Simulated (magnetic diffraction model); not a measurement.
## Solving a magnetic structure from powder neutron data: PrAlIn2Au

Space group Imm2 (no. 44), a = 4.4750 Å, b = 4.5420 Å, c = 12.0500 Å.

| site | atom | x | y | z |
| --- | --- | --- | --- | --- |
| 2b | Au | 1/2 | 0 | 0.2494 |
| 2a | Pr | 1/2 | 1/2 | 0.4998 |
| 2a | In | 1/2 | 1/2 | 0.1126 |
| 2a | In | 0 | 0 | 0.3886 |
| 2b | Al | 0 | 1/2 | 0.2479 |

This is a made-up structure (elements placed in a structure type, unrelaxed), so the numbers test the method and describe no known phase.

Only Pr is taken to order (form factors of Pr3+); orders and moment sizes are assumed, and not adapted to the symmetry. Radiation: neutrons of λ = 2.52 Å, 3° to 65°; isotropic B of 0.38 Å² (Au), 0.48 Å² (Pr), 0.61 Å² (In) and 0.7 Å² (Al). The intensities are simulated: I ∝ L Σ (|F_N|² + |F_M⊥|²) for unpolarised neutrons, with F_M = 2.695 fm/μB × Σ f(s) S exp(2πi Q·r) exp(−B s²) at Q = H ± k (one set where k and −k are equivalent), only the part normal to Q counting and L = 1/(sin²θ cos θ). For collinear order S is the moment m, which repeats by lattice and centring translations R with the sign exp(−2πi k·R). Form factors are spin-only for 3d ions and dipole or tabulated for f ions, scattering lengths are Sears's of 1992, and absorption is left out. A label names one of the reflections at its angle. The strongest nuclear line in the range is 100, and lines under 0.2 are left out.

Above the ordering temperature:

```csv
2θ (°),index,I
24.14,(0 0 2),10.0
34.49,(0 1 1),7.5
34.96,(1 0 1),7.5
46.56,(1 1 0),0.6
49.45,(0 0 4),6.3
49.51,(0 1 3),18.6
49.86,(1 0 3),18.1
53.13,(1 1 2),100.0
```

Below it (cell unchanged):

```
2θ (°)      I
 17.05   44.6
 24.14   10.0
 24.17   12.5
 34.43    3.8
 34.49    7.5
 34.96    7.5
 37.11   18.2
 41.08   12.6
 46.08    1.5
 46.56    0.6
 48.22    7.1
 49.45    6.3
 49.51   18.6
 49.59    5.6
 49.86   18.1
 52.81    4.5
 53.13  100.0
 57.65    3.8
 58.75    0.8
 58.87    3.0
 60.68    7.2
 63.52    6.2
```

**Question.** Check that the new lines index with k = (0 1/2 1/2), then choose among these models:
A. collinear moments along [110], 3.1 μB on Pr
B. collinear moments along [111], 3.1 μB on Pr
C. collinear moments along [101], 3.1 μB on Pr

The new lines index as (0 1/2 1/2) at 17.05°, (0 1/2 -3/2) at 24.17°, (0 1/2 5/2) at 34.43° and (1 1/2 -1/2) at 37.11°, that is as H ± k with k = (0 1/2 1/2), one of 2 inequivalent arms of its star (k and −k counted as one), which a powder can't tell apart. Half indices mean that the moments reverse under translations with k·R a half-integer, and the magnetic cell has twice the primitive volume.

Magnetic intensity, observed (below minus above) and for each model:

| 2θ (°) | index | observed | A | B | C |
| --- | --- | --- | --- | --- | --- |
| 17.05 | (0 1/2 1/2) | 44.6 | 27.8 | 30.6 | 44.6 |
| 24.17 | (0 1/2 -3/2) | 12.5 | 19.2 | 19.9 | 12.5 |
| 34.43 | (0 1/2 5/2) | 3.8 | 10.7 | 1.5 | 3.8 |
| 37.11 | (1 1/2 -1/2) | 18.2 | 10.7 | 19.0 | 18.2 |
| 46.08 | (0 1/2 -7/2) | 1.5 | 6.2 | 3.3 | 1.5 |
| 57.65 | (1 1/2 7/2) | 3.8 | 6.7 | 3.2 | 3.8 |
| 58.75 | (0 1/2 9/2) | 0.8 | 3.9 | 0.5 | 0.8 |
| 60.68 | (1 3/2 1/2) | 7.2 | 3.8 | 6.3 | 7.2 |

Model C matches.

The structure used: k = (0 1/2 1/2), collinear moments along [101], 3.1 μB on Pr.

[Logs are printed without paths, hosts, clocks, repeated set-up lines and the standing remarks that a program may print on its own settings, such as how far it seeks lower states.]
